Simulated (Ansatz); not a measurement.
# Ba2C (hypothetical, Fm-3m): phonons against volume, part 3 of 4

Aim: how the vibrations of Ba2C (hypothetical) shift with volume, and the expansion that follows. The crystal structure is hypothetical: it was made by swapping elements on a known structure type.

Ansatz 0.2.0; DFT PBE, scalar-relativistic, plane waves, PAW.

So far, highest frequency (cm⁻¹): step 6 (lattice dynamics at this volume, V/V0 1) 303.

## Step 7: A cell at another volume, V/V0 1.015

Symmetry fixes every atom, so a single point at the scaled cell gives the energy and pressure of this member.

The cell differs from the one that the last finished run ended in (a 4.975 → 5.000 Å, b 4.975 → 5.000 Å, c 4.975 → 5.000 Å).

input.yaml reads:

```yaml
crystal:
  lattice:
    - [0.0, 3.5351880533, 3.5351880533]
    - [3.5351880533, 0.0, 3.5351880533]
    - [3.5351880533, 3.5351880533, 0.0]
  atoms:
    - { symbol: Ba, position: [0.25, 0.25, 0.25] }
    - { symbol: Ba, position: [0.75, 0.75, 0.75] }
    - { symbol: C, position: [0.0, 0.0, 0.0] }
kpoints:
  mp_grid: { grid: [10, 10, 10] }
hamiltonian:
  xc: pbe
scf:
  occupations: { method: methfessel_paxton, width: 0.15 }
output:
  forces: true
  stress: true
  eigenvalues: true
```

Launch:

```bash
> ansatz run input.yaml --threads 4 --pin off --max-ram 8192MiB --backend cpu --events-out ev --progress --plain --runs-dir out
```

Numbers of over 12 decimals in the logs are rounded to 6 here.

The program printed:

```text
[...]
Crystal: 3 atoms, lattice volume = 88.362 Å³
Basis set: ecut = 420 eV, 1759 PW (Γ), exchange–correlation on 72×72×72 points (8 copies of the dense FFT grid, shifted against one another)
Bands: 16, of which v1, the nominal top of the filled ones, is band 12 counted from 1 (11 counted from 0)
Symmetry: 48 space group operations
[...]
k-points: 47 of 1000
[...]
SCF iter   1: F=—  HF=-12147.984492 eV  |F-HF|=—  |Δ(HF+E_count)|=         —  Δρ=6.75e-3  dr2=1.01e-1  ethr=1.77e-3  ⟨swp⟩=7.7  Hψ=4680  notcnv=0
[...]
SCF iter   7: F=-12147.972551 eV  HF=-12147.972551 eV  |F-HF|=5.70e-9  |Δ(HF+E_count)|=   3.78e-9  S|Δr|=    0.00e0  Δρ=2.29e-6  dr2=1.25e-8  ethr=4.17e-10  ⟨swp⟩=3.3  Hψ=2093  notcnv=0
SCF 1 converged in 7 iterations: F = -12147.972551 eV  dr2 = 1.25e-8
[...]
SCF converged after 7 iterations
[...]
Free energy (F): -12147.972551 eV
[...]
Internal energy: -12147.974324 eV  (E = F + TS)
E sigma→0 (E₀):  -12147.972994 eV
Entropy (-TS):   0.001773 eV (0.591 meV/atom)
Fermi energy:    9.389825 eV
[...]
--- Stress (GPa, compression-positive) ---
       -0.483902      -0.000000       0.000000
       -0.000000      -0.483902      -0.000000
        0.000000      -0.000000      -0.483902
  P = ⅓ Tr σ = -0.4839 GPa (-4.839 kbar)
--- Band table (eV; the first three rows and the last of 47) ---
  k-point 0: bands = [... 8 lower, 1.3110, 7.5507, 7.5507, 7.5507, 9.3638, 9.6978, 9.6978, 13.5584]
  k-point 1: bands = [... 8 lower, 1.3764, 7.5254, 7.6291, 7.6291, 9.7060, 9.8263, 9.8263, 13.1636]
  k-point 2: bands = [... 8 lower, 1.5312, 7.6150, 7.8523, 7.8523, 10.1958, 10.1958, 10.4842, 12.4554]
  k-point 46: bands = [... 8 lower, 1.8296, 8.4192, 8.7071, 8.8943, 10.0269, 11.2884, 11.3602, 12.3866]
```

The job ended after 1.2 s (4 threads of Intel Xeon Platinum 8488C (Sapphire Rapids), shared host; peak memory 0.45 GiB).

This step gave:

```yaml
pressure: -0.4839 GPa
volume_per_atom: 29.45 Å³
```

The run ends at a pressure of -0.48 GPa.

## Step 8: Phonons, V/V0 1.015

The same q-mesh and k-mesh are kept at every volume, so that much of their error can cancel in the differences.

input.yaml, the sections that differ from step 7:

```yaml
output:
  eigenvalues: true
phonons:
  method: dfpt
  qmesh: [2, 2, 2]
  temperatures: { t_max: 1000, t_step: 50 }
  qpath:
    path:
      - [[0.0, 0.0, 0.0], [0.5, 0.0, 0.5], [0.625, 0.25, 0.625]]
      - [[0.375, 0.375, 0.75], [0.0, 0.0, 0.0], [0.5, 0.5, 0.5], [0.5, 0.25, 0.75], [0.5, 0.0, 0.5]]
    npoints: 10
# crystal, kpoints, hamiltonian, scf: as in step 7
```

The program printed:

```text
[...]
Crystal: 3 atoms, lattice volume = 88.362 Å³
Basis set: ecut = 420 eV, 1759 PW (Γ), exchange–correlation on 72×72×72 points (8 copies of the dense FFT grid, shifted against one another)
Bands: 16, of which v1, the nominal top of the filled ones, is band 12 counted from 1 (11 counted from 0)
Symmetry: 48 space group operations
k-points: 47 of 1000
[...]
k-point 46: bands = [... 8 lower, 1.8296, 8.4192, 8.7071, 8.8944, 10.0269, 11.2884, 11.3602, 12.3866]
[...]
ASR residual: 8.299e-5 → 0.000e0 eV/Å²; symmetrization residual: 4.901e-7 eV/Å²
  ASR residual per site (eV/Å²): 5.80e-6 5.80e-6 8.30e-5
  Γ frequencies (cm⁻¹): 0.00 0.00 0.00 70.60 70.60 70.60 189.49 189.49 189.49
--- Phonons (arbitrary-q DFPT): 3 irreducible q on the 2×2×2 mesh ---
[...]
interpolated dispersion: 62 rows × 9 modes
[...]
[key lines of the parts left out:]
SCF converged after 9 iterations
Free energy (F): -12147.972551 eV
Fermi energy:    9.389852 eV
```

It took 58 s on 4 threads; peak memory 1.4 GiB; 3.5 min of CPU time.

No LO-TO term. Phonon branches along the path, in cm⁻¹:

```csv
point,branch 1,branch 2,branch 3,branch 4,branch 5,branch 6,branch 7,branch 8,branch 9
Γ,0,0,0,71,71,71,190,190,190
halfway,14,14,45,79,79,84,143,143,249
X,-38,-8,-8,26,26,98,98,114,296
halfway,-34,30,32,42,58,98,104,113,285
U,-24,39,43,76,81,104,107,143,256
jump to K,-24,39,43,76,81,104,107,143,256
halfway,25,63,64,66,66,86,167,170,216
Γ,0,0,0,71,71,71,190,190,190
halfway,46,46,50,71,71,75,173,173,213
L,63,63,65,76,76,84,155,155,234
halfway,36,38,64,72,90,96,125,187,221
W,-12,-5,36,66,66,103,109,214,214
halfway,-31,23,25,43,75,100,112,126,274
X,-38,-8,-8,26,26,98,98,114,296
```

The phonon branches as a text plot (rows in cm⁻¹):

```
    289 |         ******                                      ***
    275 |        *      *
    261 |       *        **                                 **
    247 |      *
    233 |    **            *                   ******      *
    219 |   *                  ***          ***      ******
    205 |  *                ***   **      **            *
    191 |**                 ***     ******            **   *
    177 |  **                  * ****     ***        *
    164 |    **            *   ***           ***   **       *
    150 |      *          *  **                 *****        *
    136 |                *  *                        *
    122 |       *       *  *                          **
    108 |        ***********                            *********
     94 |       * *******   ****                    *****    ****
     80 |   ******       ************      ***********  *   **
     66 |******         **   *******************************  *
     52 |   ***   **   **  ****  *          ***    **       **
     39 |  *   **   *  *****      **      **         **  **** **
     25 | *          ***     *****  *    **            **   *****
     11 | ********    *     *     ****  *                * *   *
     -3 |*        ****                **                 **     *
    -17 |                 **                              **
    -31 |         ********                                  *****
         Γ           X  U|K            Γ         L        W     X
```

The lowest solved frequency is -37.9 cm⁻¹, so the cell is unstable here and gives no valid free energy. The highest zone-centre mode (no LO–TO term) moved by -4.4 % for a volume change of +1.5 %.

## Step 9: Single point at a scaled cell, V/V0 0.985

Symmetry fixes every atom, so a single point at the scaled cell gives the energy and pressure of this member.

The cell differs from the one that the last finished run ended in (a 5.000 → 4.950 Å, b 5.000 → 4.950 Å, c 5.000 → 4.950 Å).

input.yaml, the sections that differ from step 8:

```yaml
crystal:
  lattice:
    - [0.0, 3.5000097191, 3.5000097191]
    - [3.5000097191, 0.0, 3.5000097191]
    - [3.5000097191, 3.5000097191, 0.0]
  atoms:
    - { symbol: Ba, position: [0.25, 0.25, 0.25] }
    - { symbol: Ba, position: [0.75, 0.75, 0.75] }
    - { symbol: C, position: [0.0, 0.0, 0.0] }
output:
  forces: true
  stress: true
  eigenvalues: true
# kpoints, hamiltonian, scf: as in step 8
# phonons: removed
```

The program printed:

```text
[...]
Crystal: 3 atoms, lattice volume = 85.751 Å³
Basis set: ecut = 420 eV, 1687 PW (Γ), exchange–correlation on 72×72×72 points (8 copies of the dense FFT grid, shifted against one another)
Bands: 16, of which v1, the nominal top of the filled ones, is band 12 counted from 1 (11 counted from 0)
Symmetry: 48 space group operations
[...]
k-points: 47 of 1000
[...]
P = ⅓ Tr σ = 0.5219 GPa (5.219 kbar)
--- Band table (eV; the first three rows and the last of 47) ---
  k-point 0: bands = [... 8 lower, 1.6139, 7.8034, 7.8034, 7.8034, 9.7633, 10.0024, 10.0024, 13.9914]
  k-point 1: bands = [... 8 lower, 1.6861, 7.7906, 7.8852, 7.8852, 10.1044, 10.1378, 10.1378, 13.5875]
  k-point 2: bands = [... 8 lower, 1.8551, 7.9068, 8.1183, 8.1183, 10.5265, 10.5265, 10.8833, 12.8689]
  k-point 46: bands = [... 8 lower, 2.1626, 8.7618, 8.9865, 9.2392, 10.4182, 11.6611, 11.7443, 12.7774]
[key lines of the parts left out:]
SCF converged after 6 iterations
Free energy (F): -12147.972441 eV
Fermi energy:    9.728013 eV
```

Run time: 1.1 s. Hardware: 4 threads; peak memory 0.44 GiB.

The run ends at a pressure of 0.52 GPa.

## Step 10: Lattice dynamics at this volume, V/V0 0.985

Phonons at this volume give one point of F(V, T); meshes stay fixed along the series.

input.yaml, the sections that differ from step 9:

```yaml
output:
  eigenvalues: true
phonons:
  method: dfpt
  qmesh: [2, 2, 2]
  temperatures: { t_max: 1000, t_step: 50 }
  qpath:
    path:
      - [[0.0, 0.0, 0.0], [0.5, 0.0, 0.5], [0.625, 0.25, 0.625]]
      - [[0.375, 0.375, 0.75], [0.0, 0.0, 0.0], [0.5, 0.5, 0.5], [0.5, 0.25, 0.75], [0.5, 0.0, 0.5]]
    npoints: 10
# crystal, kpoints, hamiltonian, scf: as in step 9
```

The program printed:

```text
[...]
Crystal: 3 atoms, lattice volume = 85.751 Å³
Basis set: ecut = 420 eV, 1687 PW (Γ), exchange–correlation on 72×72×72 points (8 copies of the dense FFT grid, shifted against one another)
Bands: 16, of which v1, the nominal top of the filled ones, is band 12 counted from 1 (11 counted from 0)
Symmetry: 48 space group operations
k-points: 47 of 1000
[...]
k-point 46: bands = [... 8 lower, 2.1626, 8.7618, 8.9865, 9.2392, 10.4182, 11.6611, 11.7443, 12.7774]
[...]
ASR residual: 1.813e-5 → 0.000e0 eV/Å²; symmetrization residual: 3.043e-7 eV/Å²
  ASR residual per site (eV/Å²): 4.21e-6 4.21e-6 1.81e-5
  Γ frequencies (cm⁻¹): 0.00 0.00 0.00 72.11 72.11 72.11 207.08 207.08 207.08
--- Phonons (arbitrary-q DFPT): 3 irreducible q on the 2×2×2 mesh ---
[...]
interpolated dispersion: 62 rows × 9 modes
[...]
[key lines of the parts left out:]
SCF converged after 10 iterations
Free energy (F): -12147.972441 eV
Fermi energy:    9.728003 eV
```

The job ended after 52 s (4 threads; peak memory 1.4 GiB).

No LO-TO term. The phonon branches at the labelled points (cm⁻¹):

```
    point  branch 1  branch 2  branch 3  branch 4  branch 5  branch 6  branch 7  branch 8  branch 9
        Γ         0         0         0        72        72        72       207       207       207
  halfway        19        19        48        83        83        87       160       160       265
        X       -36        31        31        67        67        96        96       117       311
  halfway       -32        34        36        78        84        98       109       116       300
        U       -20        42        46        88        89       112       115       157       271
jump to K       -20        42        46        88        89       112       115       157       271
  halfway        27        65        65        70        70        88       184       187       232
        Γ         0         0         0        72        72        72       207       207       207
  halfway        47        47        54        73        73        78       190       190       229
        L        63        63        70        78        78        86       171       171       250
  halfway        40        40        67        76        97        98       141       202       236
        W         9        12        69        69        76       106       109       228       228
  halfway       -29        28        46        72        84       100       115       140       289
        X       -36        31        31        67        67        96        96       117       311
```

The phonon branches as a text plot (rows in cm⁻¹):

```
    303 |         ******                                      ***
    289 |        *      *
    274 |       *        **                                 **
    260 |      *
    246 |    **            *                  ********     *
    231 |   *               *  ***          **        *****
    217 | **                 **   ***    ***           **  *
    202 |***                ***   **********          *
    188 |   *              *   *****        **      **
    173 |    **                *              ******        *
    159 |      *          *  **                     **       *
    145 |       *        *  *                         *
    130 |               *  *                           *
    116 |        **********                             *********
    101 |       *********  ****                      ************
     87 |    *******   ***********           *********   *   **
     72 |******     ****       **********************************
     58 |   ***            *******          *********      ***
     43 |  *   *        ****      **       **        **       *
     29 |       * ******    ******  *    **            **   *****
     15 | ********         *      ****  **               ***
      0 |**                          ***
    -14 |                 *                                **
    -29 |         ********                                   ****
         Γ           X  U|K            Γ         L        W     X
```

The lowest solved frequency is -36.0 cm⁻¹, so the cell is unstable here and gives no valid free energy. The highest zone-centre mode (no LO–TO term) moved by +4.4 % for a volume change of -1.5 %.

## Step 11: A cell at another volume, V/V0 1.03

Symmetry fixes every atom, so a single point at the scaled cell gives the energy and pressure of this member.

The cell differs from the one that the last finished run ended in (a 4.950 → 5.024 Å, b 4.950 → 5.024 Å, c 4.950 → 5.024 Å).

input.yaml, the sections that differ from step 10:

```yaml
crystal:
  lattice:
    - [0.0, 3.5525176834, 3.5525176834]
    - [3.5525176834, 0.0, 3.5525176834]
    - [3.5525176834, 3.5525176834, 0.0]
  atoms:
    - { symbol: Ba, position: [0.25, 0.25, 0.25] }
    - { symbol: Ba, position: [0.75, 0.75, 0.75] }
    - { symbol: C, position: [0.0, 0.0, 0.0] }
output:
  forces: true
  stress: true
  eigenvalues: true
# kpoints, hamiltonian, scf: as in step 10
# phonons: removed
```

The program printed:

```text
[...]
Crystal: 3 atoms, lattice volume = 89.668 Å³
Basis set: ecut = 420 eV, 1807 PW (Γ), exchange–correlation on 72×72×72 points (8 copies of the dense FFT grid, shifted against one another)
Bands: 16, of which v1, the nominal top of the filled ones, is band 12 counted from 1 (11 counted from 0)
Symmetry: 48 space group operations
[...]
k-points: 47 of 1000
[...]
P = ⅓ Tr σ = -0.9304 GPa (-9.304 kbar)
--- Band table (eV; the first three rows and the last of 47) ---
  k-point 0: bands = [... 8 lower, 1.1664, 7.4294, 7.4294, 7.4294, 9.1719, 9.5514, 9.5514, 13.3506]
  k-point 1: bands = [... 8 lower, 1.2288, 7.3980, 7.5063, 7.5063, 9.5148, 9.6767, 9.6767, 12.9603]
  k-point 2: bands = [... 8 lower, 1.3769, 7.4752, 7.7248, 7.7248, 10.0372, 10.0372, 10.2924, 12.2577]
  k-point 46: bands = [... 8 lower, 1.6703, 8.2556, 8.5731, 8.7294, 9.8399, 11.1098, 11.1761, 12.1988]
[key lines of the parts left out:]
SCF converged after 7 iterations
Free energy (F): -12147.966766 eV
Fermi energy:    9.227846 eV
```

Run time: 1.1 s. Hardware: 4 threads; peak memory 0.45 GiB; 3.6 s of CPU time.

The run ends at a pressure of -0.93 GPa.

## Step 12: Lattice dynamics at this volume, V/V0 1.03

The same q-mesh and k-mesh are kept at every volume, so that much of their error can cancel in the differences.

input.yaml, the sections that differ from step 11:

```yaml
output:
  eigenvalues: true
phonons:
  method: dfpt
  qmesh: [2, 2, 2]
  temperatures: { t_max: 1000, t_step: 50 }
  qpath:
    path:
      - [[0.0, 0.0, 0.0], [0.5, 0.0, 0.5], [0.625, 0.25, 0.625]]
      - [[0.375, 0.375, 0.75], [0.0, 0.0, 0.0], [0.5, 0.5, 0.5], [0.5, 0.25, 0.75], [0.5, 0.0, 0.5]]
    npoints: 10
# crystal, kpoints, hamiltonian, scf: as in step 11
```

The program printed:

```text
[...]
Crystal: 3 atoms, lattice volume = 89.668 Å³
Basis set: ecut = 420 eV, 1807 PW (Γ), exchange–correlation on 72×72×72 points (8 copies of the dense FFT grid, shifted against one another)
Bands: 16, of which v1, the nominal top of the filled ones, is band 12 counted from 1 (11 counted from 0)
Symmetry: 48 space group operations
k-points: 47 of 1000
[...]
k-point 46: bands = [... 8 lower, 1.6704, 8.2556, 8.5731, 8.7294, 9.8400, 11.1098, 11.1762, 12.1988]
[...]
ASR residual: 5.009e-5 → 0.000e0 eV/Å²; symmetrization residual: 6.487e-7 eV/Å²
  ASR residual per site (eV/Å²): 6.44e-7 6.44e-7 5.01e-5
  Γ frequencies (cm⁻¹): 0.00 0.00 0.00 69.96 69.96 69.96 180.65 180.65 180.65
--- Phonons (arbitrary-q DFPT): 3 irreducible q on the 2×2×2 mesh ---
[...]
interpolated dispersion: 62 rows × 9 modes
[...]
[key lines of the parts left out:]
SCF converged after 10 iterations
Free energy (F): -12147.966766 eV
Fermi energy:    9.227883 eV
```

The job ended after 55 s (4 threads; peak memory 1.4 GiB).

No LO-TO term. The phonon branches at the labelled points (cm⁻¹):

| point | branch 1 | branch 2 | branch 3 | branch 4 | branch 5 | branch 6 | branch 7 | branch 8 | branch 9 |
| --- | --- | --- | --- | --- | --- | --- | --- | --- | --- |
| Γ | 0 | 0 | 0 | 70 | 70 | 70 | 181 | 181 | 181 |
| halfway | 11 | 11 | 44 | 77 | 77 | 83 | 135 | 135 | 242 |
| X | -47 | -47 | -39 | 24 | 24 | 98 | 98 | 112 | 288 |
| halfway | -36 | -20 | 28 | 30 | 37 | 98 | 103 | 112 | 278 |
| U | -26 | 38 | 41 | 63 | 76 | 101 | 105 | 138 | 249 |
| jump to K | -26 | 38 | 41 | 63 | 76 | 101 | 105 | 138 | 249 |
| halfway | 23 | 62 | 63 | 65 | 65 | 84 | 159 | 162 | 208 |
| Γ | 0 | 0 | 0 | 70 | 70 | 70 | 181 | 181 | 181 |
| halfway | 46 | 46 | 48 | 70 | 70 | 74 | 165 | 165 | 205 |
| L | 62 | 62 | 62 | 74 | 74 | 82 | 147 | 147 | 227 |
| halfway | 34 | 36 | 63 | 70 | 85 | 94 | 119 | 179 | 214 |
| W | -29 | -16 | -10 | 64 | 64 | 102 | 109 | 206 | 206 |
| halfway | -39 | -32 | 21 | 41 | 67 | 100 | 111 | 121 | 267 |
| X | -47 | -47 | -39 | 24 | 24 | 98 | 98 | 112 | 288 |

The phonon branches as a text plot (rows in cm⁻¹):

```
    281 |         ******                                      ***
    267 |        *      *
    253 |       *        **                                 **
    239 |      *
    225 |    **            *                   ******      *
    211 |   *                  ***          ***      ******
    197 |  *                ***   **      **            *
    183 |**                 ***     ******            **   *
    169 |  **              *   * ****     ***        *
    155 |    **                ***           ***  ***       *
    141 |      *          *  **                 *****        *
    127 |                *  *                        *
    114 |       * *******  *                          ***********
    100 |       ***************                       ***********
     86 |      *           **  ***             ********
     72 |********        *** ****************************  ***
     58 |   ***  *      *** ******           **************** *
     44 |  *   *  **   * ****     **       **       **       *
     30 |       *   ******     **   *     *           **      ***
     16 | * ****            ***  *****  **              *   ***
      2 |***    **                   ***                   *
    -12 |        *         *                             ***
    -26 |         **   ****                               **** *
    -40 |           ****                                    *****
         Γ           X  U|K            Γ         L        W     X
```

The lowest solved frequency is -47.2 cm⁻¹, so the cell is unstable here and gives no valid free energy. The highest zone-centre mode (no LO–TO term) moved by -8.9 % for a volume change of +3.0 %.

(Continued in part 4 of 4.)

[Logs are printed without paths, hosts, clocks, repeated set-up lines and the standing remarks that a program may print on its own settings, such as how far it seeks lower states.]

[Hosts, paths, dates, database ids (printed as entryN), source tags and the programs' standing remarks are cut or masked in the printed files.]

[A step with changed settings may run another functional than the one named; its input shows which.]


